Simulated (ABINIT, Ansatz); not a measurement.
# NaAsF6 (Fm-3m): G0W0 on several meshes in ABINIT

Aim: the GW shift of NaAsF6 (Fm-3m) against the k mesh.

Program: ABINIT 10.8.3. Level of theory: LDA and many-body steps on it, plane waves. Results are calculated unless marked as measured.

## Step 1: The structure

Symmetry: Fm-3m, No. 225, cubic system. The conventional cell has a = 7.966 Å, b = 7.966 Å, c = 7.966 Å, α = 90.00°, β = 90.00°, γ = 90.00°. Na has 6 F at 2.24 Å nearest. As has 6 F at 1.74 Å nearest. F has 1 As at 1.74 Å and 1 Na at 2.24 Å nearest. Farther neighbours and most contacts between anions are not listed.

The cell and positions are those that the Materials Project relaxed with its own functionals (PBE, PBE+U or r2SCAN), kept fixed.

## Step 2: Empty states on the mesh, 2×2×2 mesh, 260 bands

This step: ABINIT 10.8.3; DFT, LDA, plane waves, norm-conserving pseudopotentials.

The sums over transitions need many empty states on a uniform mesh; this step solves for them.

Input file run.abi:

```
acell 3*1.0 Angstrom
rprim 
  -0.000000000000 3.983049320000 3.983049320000
  3.983049320000 -0.000000000000 3.983049320000
  3.983049320000 3.983049320000 0.000000000000
ntypat 3
znucl 11 33 9
natom 8
typat 1 2 3 3 3 3 3 3
xred 
  0.500000000000 0.500000000000 0.500000000000
  0.000000000000 0.000000000000 0.000000000000
  0.781629880000 0.781629880000 0.218370120000
  0.218370120000 0.781629880000 0.218370120000
  0.781629880000 0.218370120000 0.218370120000
  0.218370120000 0.218370120000 0.781629880000
  0.781629880000 0.218370120000 0.781629880000
  0.218370120000 0.781629880000 0.781629880000
pp_dirpath "pseudos"
pseudos "Na.upf, As.upf, F.upf"
ecut 38
ngkpt 2 2 2
nshiftk 1
shiftk 0 0 0
kptopt 1
chksymbreak 0
iscf -2
irdden 1
istwfk *1
nband 260
nbdbuf 22
tolwfr 1e-09
nstep 60
prtvol 0
indata_prefix "in"
outdata_prefix "out"
tmpdata_prefix "tmp"
```

The run is started by

```
OMP_NUM_THREADS=1 mpirun -n 4 abinit run.abi > log
```

Numbers of over 12 decimals in the logs are rounded to 6 here.

The program printed:

```text
.Version 10.8.3 of ABINIT. v10.8.2 released Aug 2026.

 Symmetries : space group Fm -3 m (#225); Bravais cF (face-center cubic)
[... echo of the input left out ...]
== DATASET  1 ==================================================================
-   mpi_nproc: 4, omp_nthreads: 1 (-1 if OMP is not activated)
-    --> not optimal distribution: autoparal keyword recommended in input file <--

--- !DatasetInfo
iteration_state: {dtset: 1, }
dimensions: {natom: 8, nkpt: 3, mband: 260, nsppol: 1, nspinor: 1, nspden: 1, mpw: 9577, }
cutoff_energies: {ecut:  38.0, pawecutdg:  -1.0, }
[...]
2.88871    2.88871    2.89388    2.89388    2.89388    2.90615    2.94875    2.94972
   2.94974    2.94982    2.95434    2.95453    2.97086    2.97101    2.97217    2.97825
   2.97851    2.97995    2.98281    2.98303
 prteigrs : prtvol=0 or 1, do not print more k-points.

== END DATASET(S) ==============================================================
================================================================================

 -outvars: echo values of variables after computation  --------
            nband         260
             nkpt           3
          spgroup         225
 [... the other variables as echoed above ...]

 Calculation completed.
```

Run time: 1.9 min. Hardware: 4 MPI ranks of Arm Neoverse V2, shared host; peak memory 0.52 GiB; 7.6 min of CPU time.

Numbers from this step:

```
gap                                                           : 5.286 eV
k of the valence top                                          : 0, 0, 0
k of the conduction bottom                                    : 0, 0, 0
least direct gap                                              : 5.286 eV
k points computed                                             : 3
lowest point of the top converged band, above the valence top : 80.3345 eV
```

On this mesh the gap is 5.286 eV.

The density comes from a self-consistent run that is not shown.

## Step 3: Screening, 2×2×2 mesh, 116 bands, screening to 114.3 eV

The RPA dielectric matrix is built and inverted for each q.

This step: RPA screening on LDA, plane waves, norm-conserving pseudopotentials.

run.abi: that of step 2 with these lines changed.

```diff
@@ -26,10 +26,11 @@
 chksymbreak 0
-iscf -2
-irdden 1
 istwfk *1
-nband 260
-nbdbuf 22
-tolwfr 1e-09
-nstep 60
-prtvol 0
+occopt 1
+irdwfk 1
+optdriver 3
+nband 116
+ecuteps 4.2
+inclvkb 2
+awtr 1
+symchi 1
 indata_prefix "in"
```

The program printed:

```text
.Version 10.8.3 of ABINIT. v10.8.2 released Aug 2026.

 Symmetries : space group Fm -3 m (#225); Bravais cF (face-center cubic)
[... echo of the input left out ...]
== DATASET  1 ==================================================================
-   mpi_nproc: 4, omp_nthreads: 1 (-1 if OMP is not activated)

--- !DatasetInfo
iteration_state: {dtset: 1, }
dimensions: {natom: 8, nkpt: 3, mband: 116, nsppol: 1, nspinor: 1, nspden: 1, mpw: 9577, }
cutoff_energies: {ecut:  38.0, pawecutdg:  -1.0, }
electrons: {nelect:   6.60000000E+01, charge:   0.00000000E+00, occopt:   1.00000000E+00, tsmear:   1.00000000E-02, }

 SCREENING: Calculation of the susceptibility and dielectric matrices

 Based on a program developped by R.W. Godby, V. Olevano, G. Onida, and L. Reining.
 Incorporated in ABINIT by V. Olevano, G.-M. Rignanese, and M. Torrent.
.Using double precision arithmetic ; gwpc =  8

[... cell and pseudopotentials left out ...]
--------------------------------------------------------------------------------

 ==== K-mesh for the wavefunctions ====
 Number of points in the irreducible wedge :     3
[... list of points left out ...]
 Together with 48 symmetry operations and time-reversal symmetry
 yields     8 points in the full Brillouin Zone.

 ==== Q-mesh for the screening function ====
 Number of points in the irreducible wedge :     3
[... list of points left out ...]
 Together with 48 symmetry operations and time-reversal symmetry
 yields     8 points in the full Brillouin Zone.

 setmesh: FFT mesh size selected  =    40x   40x   40
          total number of points  =        64000

 vcoul_init : cutoff-mode = AUXILIARY_FUNCTION
 q-points for optical limit:   1
     1)      0.000010    0.000020    0.000030

- screening: taking advantage of time-reversal symmetry
- Maximum band index for partially occupied states nbvw = 33
- Remaining bands to be divided among processors   nbcw = 83
- Number of bands treated by each node ~20

 Number of electrons calculated from density =   66.0000; Expected =   66.0000
 average of density, n =  0.077387
 r_s =    1.4557
 omega_plasma =   26.8343 [eV]

 calculating chi0 at frequencies [eV] :
  1    0.000000E+00    0.000000E+00
  2    0.000000E+00    2.683433E+01

--------------------------------------------------------------------------------
  q-point number  1        q = ( 0.000000, 0.000000, 0.000000) [r.l.u.]
--------------------------------------------------------------------------------
[... chi0 elements left out ...]
 For q-point:  0.000010 0.000020 0.000030
  dielectric constant =   1.7338
  dielectric constant without local fields =   1.9147

  Average fulfillment of the sum rule on Im[epsilon] for q-point    1 :     32.28  [%]
[... wings left out ...]
  q-point number  2        q = ( 0.500000, 0.000000, 0.000000) [r.l.u.]
--------------------------------------------------------------------------------
[... chi0 elements left out ...]
  Average fulfillment of the sum rule on Im[epsilon] for q-point    2 :     37.35  [%]

 [... 1 further q-points ...]
```

Run time: 23 s. Hardware: 4 MPI ranks; peak memory 1.4 GiB; 92 s of CPU time.

This step gave:

- ε∞ with local fields, on this mesh, along the program's q direction: 1.734
- the same without local fields: 1.915
- plasma frequency: 26.83 eV
- plane waves in the screening matrix: 339

Local fields lower ε∞ by 9 %. On a Γ-centred mesh this coarse the value itself is usually too large, while a short band sum pulls it down.

## Step 4: 2×2×2

The self-energy is evaluated for the states that the input lists, and the levels follow from it, in one-shot runs by the linearised quasiparticle equation.

This step: G0W0 on LDA, plane waves, norm-conserving pseudopotentials.

run.abi: that of step 3 with these lines changed.

```diff
@@ -29,8 +29,15 @@
 irdwfk 1
-optdriver 3
+optdriver 4
 nband 116
+gwcalctyp 0
+ecutsigx 38
+symsigma 1
+nkptgw 1
+kptgw 
+  0.0000000000 0.0000000000 0.0000000000
+bdgw 
+  31 35
 ecuteps 4.2
-inclvkb 2
-awtr 1
-symchi 1
+irdscr 1
+ppmodel 1
 indata_prefix "in"
```

The program printed:

```text
.Version 10.8.3 of ABINIT. v10.8.2 released Aug 2026.

 Symmetries : space group Fm -3 m (#225); Bravais cF (face-center cubic)
[... echo of the input left out ...]
== DATASET  1 ==================================================================
-   mpi_nproc: 4, omp_nthreads: 1 (-1 if OMP is not activated)

--- !DatasetInfo
iteration_state: {dtset: 1, }
dimensions: {natom: 8, nkpt: 3, mband: 116, nsppol: 1, nspinor: 1, nspden: 1, mpw: 9577, }
cutoff_energies: {ecut:  38.0, pawecutdg:  -1.0, }
electrons: {nelect:   6.60000000E+01, charge:   0.00000000E+00, occopt:   1.00000000E+00, tsmear:   1.00000000E-02, }

 SIGMA: Calculation of the GW corrections

 Based on a program developped by R.W. Godby, V. Olevano, G. Onida, and L. Reining.
 Incorporated in ABINIT by V. Olevano, G.-M. Rignanese, and M. Torrent.
.Using double precision arithmetic ; gwpc =  8

[... cell and pseudopotentials left out ...]
--------------------------------------------------------------------------------

 ==== K-mesh for the wavefunctions ====
 Number of points in the irreducible wedge :     3
[... list of points left out ...]
 Together with 48 symmetry operations and time-reversal symmetry
 yields     8 points in the full Brillouin Zone.

 ==== Q-mesh for screening function ====
 Number of points in the irreducible wedge :     3
[... list of points left out ...]
 Together with 48 symmetry operations and time-reversal symmetry
 yields     8 points in the full Brillouin Zone.

 vcoul_init : cutoff-mode = AUXILIARY_FUNCTION
 q-points for optical limit:   1
     1)      0.000010    0.000020    0.000030
 setmesh: FFT mesh size selected  =    60x   60x   60
          total number of points  =       216000

 Number of electrons calculated from density =   66.0000; Expected =   66.0000
 average of density, n =  0.077387
 r_s =    1.4557
 omega_plasma =   26.8343 [eV]

 === KS Band Gaps ===
  >>>> For spin  1
   Minimum direct gap =   5.2861 [eV], located at k-point      :   0.0000  0.0000  0.0000
   Fundamental gap    =   5.2861 [eV], Top of valence bands at :   0.0000  0.0000  0.0000
                                       Bottom of conduction at :   0.0000  0.0000  0.0000
 SIGMA fundamental parameters:
 PLASMON POLE MODEL  1
 number of plane-waves for SigmaX                 9577
 number of plane-waves for SigmaC and W            339
 number of plane-waves for wavefunctions          9577
 number of bands                                   116
 number of independent spin polarizations            1
 number of spinorial components                      1
 number of k-points in IBZ                           3
 number of q-points in IBZ                           3
 number of symmetry operations                      48
 number of k-points in BZ                            8
 number of q-points in BZ                            8
 number of frequencies for dSigma/dE                 9
 frequency step for dSigma/dE [eV]                0.25
 number of omega for Sigma on real axis              0
 max omega for Sigma on real axis  [eV]           0.00
 zcut for avoiding poles [eV]                     0.10

 EPSILON^-1 parameters (SCR file):
 dimension of the eps^-1 matrix on file            339
 dimension of the eps^-1 matrix used               339
 number of plane-waves for wavefunctions          9577
 number of bands                                   116
 number of q-points in IBZ                           3
 number of frequencies                               2
 number of real frequencies                          1
 number of imag frequencies                          1

 matrix elements of self-energy operator (all in [eV])

 Perturbative Calculation

--- !SelfEnergy_ee
iteration_state: {dtset: 1, }
kpoint     : [   0.000,    0.000,    0.000, ]
spin       : 1
KS_gap     :    5.286
QP_gap     :   10.539
Delta_QP_KS:    5.253
data: !SigmaeeData |
     Band     E0 <VxcDFT>   SigX SigC(E0)      Z dSigC/dE  Sig(E)    E-E0       E
       31  -3.964 -23.072 -30.801   5.042   0.826  -0.210 -25.291  -2.219  -6.184
       32  -3.964 -23.072 -30.801   5.042   0.826  -0.210 -25.291  -2.219  -6.184
       33  -3.964 -23.072 -30.801   5.042   0.826  -0.210 -25.291  -2.219  -6.184
       34   1.322 -18.169 -13.133  -1.595   0.881  -0.134 -15.135   3.033   4.355
       35   5.312  -9.938  -5.419  -1.938   0.909  -0.100  -7.593   2.345   7.657

== END DATASET(S) ==============================================================
================================================================================

 -outvars: echo values of variables after computation  --------
           etotal      0.0000000000E+00
            nband         116
             nkpt           3
          spgroup         225
 [... the other variables as echoed above ...]

 Calculation completed.
```

It took 5.4 s on 4 MPI ranks; peak memory 1.3 GiB.

Numbers from this step:

| Item | Value |
| --- | --- |
| G0W0 gap on the points computed | 10.54 eV |
| starting gap on the mesh | 5.286 eV |
| k of the valence top | 0, 0, 0 |
| k of the conduction bottom | 0, 0, 0 |
| Z at the valence top | 0.826 |
| Z at the conduction bottom | 0.881 |
| least direct G0W0 gap on the computed points | 10.54 eV |

The gap on the mesh goes from 5.29 eV to 10.54 eV, a correction of +5.25 eV.

## Step 5: Empty states on the mesh, 4×4×4 mesh, 126 bands

This step: DFT, LDA, plane waves, norm-conserving pseudopotentials.

run.abi: that of step 4 with these lines changed.

```diff
@@ -21,3 +21,3 @@
 ecut 38
-ngkpt 2 2 2
+ngkpt 4 4 4
 nshiftk 1
@@ -26,18 +26,10 @@
 chksymbreak 0
+iscf -2
+irdden 1
 istwfk *1
-occopt 1
-irdwfk 1
-optdriver 4
-nband 116
-gwcalctyp 0
-ecutsigx 38
-symsigma 1
-nkptgw 1
-kptgw 
-  0.0000000000 0.0000000000 0.0000000000
-bdgw 
-  31 35
-ecuteps 4.2
-irdscr 1
-ppmodel 1
+nband 126
+nbdbuf 10
+tolwfr 1e-09
+nstep 60
+prtvol 0
 indata_prefix "in"
```

The program printed:

```text
.Version 10.8.3 of ABINIT. v10.8.2 released Aug 2026.

 Symmetries : space group Fm -3 m (#225); Bravais cF (face-center cubic)
[... echo of the input left out ...]
== DATASET  1 ==================================================================
-   mpi_nproc: 4, omp_nthreads: 1 (-1 if OMP is not activated)

--- !DatasetInfo
iteration_state: {dtset: 1, }
dimensions: {natom: 8, nkpt: 8, mband: 126, nsppol: 1, nspinor: 1, nspden: 1, mpw: 9577, }
cutoff_energies: {ecut:  38.0, pawecutdg:  -1.0, }
[...]
1.47417    1.47417    1.48844    1.48844    1.48844    1.49980    1.49980    1.49980
   1.50643    1.50643    1.50697    1.50697    1.50697    1.52546    1.55557    1.55557
   1.55557    1.57081    1.57081    1.67381    1.67381    1.67507
 prteigrs : prtvol=0 or 1, do not print more k-points.

== END DATASET(S) ==============================================================
================================================================================

 -outvars: echo values of variables after computation  --------
            nband         126
             nkpt           8
          spgroup         225
 [... the other variables as echoed above ...]

 Calculation completed.
```

Wall time 78 s (4 MPI ranks); peak memory 0.55 GiB.

Numbers from this step:

| Property | Result |
| --- | --- |
| gap | 5.286 eV |
| k of the valence top | 0, 0, 0 |
| k of the conduction bottom | 0, 0, 0 |
| least direct gap | 5.286 eV |
| k points computed | 8 |
| lowest point of the top converged band, above the valence top | 44.97 eV |

On this mesh the gap is 5.286 eV.

## Step 6: Screening, 4×4×4 mesh, 116 bands, screening to 114.3 eV

This step: RPA screening on LDA, plane waves, norm-conserving pseudopotentials.

run.abi: that of step 5 with these lines changed.

```diff
@@ -26,10 +26,11 @@
 chksymbreak 0
-iscf -2
-irdden 1
 istwfk *1
-nband 126
-nbdbuf 10
-tolwfr 1e-09
-nstep 60
-prtvol 0
+occopt 1
+irdwfk 1
+optdriver 3
+nband 116
+ecuteps 4.2
+inclvkb 2
+awtr 1
+symchi 1
 indata_prefix "in"
```

The program printed:

```text
.Version 10.8.3 of ABINIT. v10.8.2 released Aug 2026.

 Symmetries : space group Fm -3 m (#225); Bravais cF (face-center cubic)
[... echo of the input left out ...]
== DATASET  1 ==================================================================
-   mpi_nproc: 4, omp_nthreads: 1 (-1 if OMP is not activated)

--- !DatasetInfo
iteration_state: {dtset: 1, }
dimensions: {natom: 8, nkpt: 8, mband: 116, nsppol: 1, nspinor: 1, nspden: 1, mpw: 9577, }
cutoff_energies: {ecut:  38.0, pawecutdg:  -1.0, }
electrons: {nelect:   6.60000000E+01, charge:   0.00000000E+00, occopt:   1.00000000E+00, tsmear:   1.00000000E-02, }

 SCREENING: Calculation of the susceptibility and dielectric matrices

 Based on a program developped by R.W. Godby, V. Olevano, G. Onida, and L. Reining.
 Incorporated in ABINIT by V. Olevano, G.-M. Rignanese, and M. Torrent.
.Using double precision arithmetic ; gwpc =  8

[... cell and pseudopotentials left out ...]
--------------------------------------------------------------------------------

 ==== K-mesh for the wavefunctions ====
 Number of points in the irreducible wedge :     8
[... list of points left out ...]
 Together with 48 symmetry operations and time-reversal symmetry
 yields    64 points in the full Brillouin Zone.

 ==== Q-mesh for the screening function ====
 Number of points in the irreducible wedge :     8
[... list of points left out ...]
 Together with 48 symmetry operations and time-reversal symmetry
 yields    64 points in the full Brillouin Zone.

 setmesh: FFT mesh size selected  =    40x   40x   40
          total number of points  =        64000

 vcoul_init : cutoff-mode = AUXILIARY_FUNCTION
 q-points for optical limit:   1
     1)      0.000010    0.000020    0.000030

- screening: taking advantage of time-reversal symmetry
- Maximum band index for partially occupied states nbvw = 33
- Remaining bands to be divided among processors   nbcw = 83
- Number of bands treated by each node ~20

 Number of electrons calculated from density =   66.0000; Expected =   66.0000
 average of density, n =  0.077387
 r_s =    1.4557
 omega_plasma =   26.8343 [eV]

 calculating chi0 at frequencies [eV] :
  1    0.000000E+00    0.000000E+00
  2    0.000000E+00    2.683433E+01

--------------------------------------------------------------------------------
  q-point number  1        q = ( 0.000000, 0.000000, 0.000000) [r.l.u.]
--------------------------------------------------------------------------------
[... chi0 elements left out ...]
 For q-point:  0.000010 0.000020 0.000030
  dielectric constant =   1.7263
  dielectric constant without local fields =   1.9068

  Average fulfillment of the sum rule on Im[epsilon] for q-point    1 :     32.24  [%]
[... wings left out ...]
  q-point number  2        q = ( 0.250000, 0.000000, 0.000000) [r.l.u.]
--------------------------------------------------------------------------------
[... chi0 elements left out ...]
  Average fulfillment of the sum rule on Im[epsilon] for q-point    2 :     41.33  [%]

 [... 6 further q-points ...]
```

Wall time 2.6 min (4 MPI ranks); peak memory 2.7 GiB.

This step gave:

```
ε∞ with local fields, on this mesh, along the program's q direction : 1.726
the same without local fields                                       : 1.907
plasma frequency                                                    : 26.83 eV
plane waves in the screening matrix                                 : 339
```

(Continued in part 2 of 2.)

[Paths, hosts, dates, memory and timing lines, banners, echoed tables and standing remarks are left out of the program output.]

[Logs are printed without paths, hosts, clocks, repeated set-up lines and the standing remarks that a program may print on its own settings, such as how far it seeks lower states.]

[Runs of the session that timed out or met a known fault of the program may be left out.]

[No measured gap is set beside runs whose start may be inverted or whose files or cutoffs have a known fault.]

[Hosts, paths, dates, database ids (printed as entryN), source tags and the programs' standing remarks are cut or masked in the printed files.]

[G0W0 gaps are taken among the corrected bands and points alone; a level outside them can change the order at an edge.]

[Where Ansatz stands beside ABINIT at settings called matched, ABINIT's density can come from a denser mesh and the files from another edition; pairs whose starting gaps differed by over 0.03 eV were left out, so agreement reads better than it is.]
